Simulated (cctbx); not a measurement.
# Symmetry from intensities

Cell: a = 6.7150 Å, b = 8.9510 Å, c = 6.2630 Å, α = 90.00°, β = 90.00°, γ = 90.00°. Expected content of the cell: Lu4 Ru4 S12.

Simulated single-crystal data (cctbx): Cu Kα, λ = 1.54184 Å, to d = 0.83 Å, 80 % of the full sphere, strongest reflection 20000 counts, noise from counting, a 1.5 % proportional error and a noise floor of 2 counts (s.d.); no absorption.

Tests on the unmerged data give:

```text
2213 reflections to d = 0.830 A
centring   violations  <I/sigma> of those
    A        831 of  1092     20.6
    B        797 of  1101     14.5
    C        886 of  1081     20.1
    I        859 of  1113     19.1
    R       1184 of  1479     20.3
    F       1257 of  1637     18.4
Laue class    unique    Rint  (classes that these axes allow; Friedel mates merged)
P -1             1332   0.016
P 1 2/m 1         738   0.018
P 1 1 2/m         759   0.018
P 2/m 1 1         755   0.018
P m m m           442   0.020
space group    extra absences  I>4sigma  <I/sigma>
P 2 2 2                 0          0         -  acentric
P 2 2 21                6          0      -0.2  acentric
P 21 2 2                7          0       0.4  acentric
P 2 21 2                9          0       0.1  acentric
P 21 21 2              16          0       0.2  acentric
P 2 21 21              15          0      -0.0  acentric
P 21 2 21              13          0       0.1  acentric
P 21 21 21             22          0       0.1  acentric
P m m 2                 0          0         -  acentric
P 2 m m                 0          0         -  acentric
P m 2 m                 0          0         -  acentric
P 21 m a              111          0       0.1  acentric
P m 2 a               111          0       0.1  acentric
P n m 21              101          0       0.1  acentric
P n 21 m              101          0       0.1  acentric
P n 21 a              212          0       0.1  acentric
P m m m                 0          0         -  centric
P m m a               111          0       0.1  centric
P n m m :1            101          0       0.1  centric
P n m m :2            101          0       0.1  centric
P n m a               212          0       0.1  centric
Wilson B = 0.55 A^2   <|E^2-1|> = 0.901 (0.968 centric, 0.736 acentric)   E^2>4: 3.7 %
shell (A)         n   <I/sigma>
 8.95 - 1.66     68     41.4
 1.66 - 1.32     57     45.2
 1.32 - 1.15     55     40.2
 1.15 - 1.05     55     48.7
 1.05 - 0.97     55     36.8
 0.97 - 0.91     43     35.1
 0.91 - 0.87     57     41.4
 0.87 - 0.83     52     34.1
```

**Question.** What are the lattice type, the Laue class and the likely space group?

Every centring test has many violations, so the lattice is primitive.

Rint stays low (0.016 to 0.020) up to P m m m, the highest class in these axes.

21 settings pass the absence test. The most absences obeyed, 212, belong to P n 21 a and P n m a, which absences can't tell apart.

⟨|E²−1|⟩ = 0.901 leans to a centrosymmetric structure. The Wilson B of 0.55 Å² means U ≈ 0.0070 Å².

The true group is Pnma (no. 62), Laue class mmm, centrosymmetric. The tables only narrow the choice to the tied entries; cell content, site symmetry and trial solutions must settle it.

The model was made for the exercise: a known structure type with other elements put in, its volume estimated, not relaxed; displacement parameters are assumed.

[Logs are printed without paths, hosts, clocks, repeated set-up lines and the standing remarks that a program may print on its own settings, such as how far it seeks lower states.]
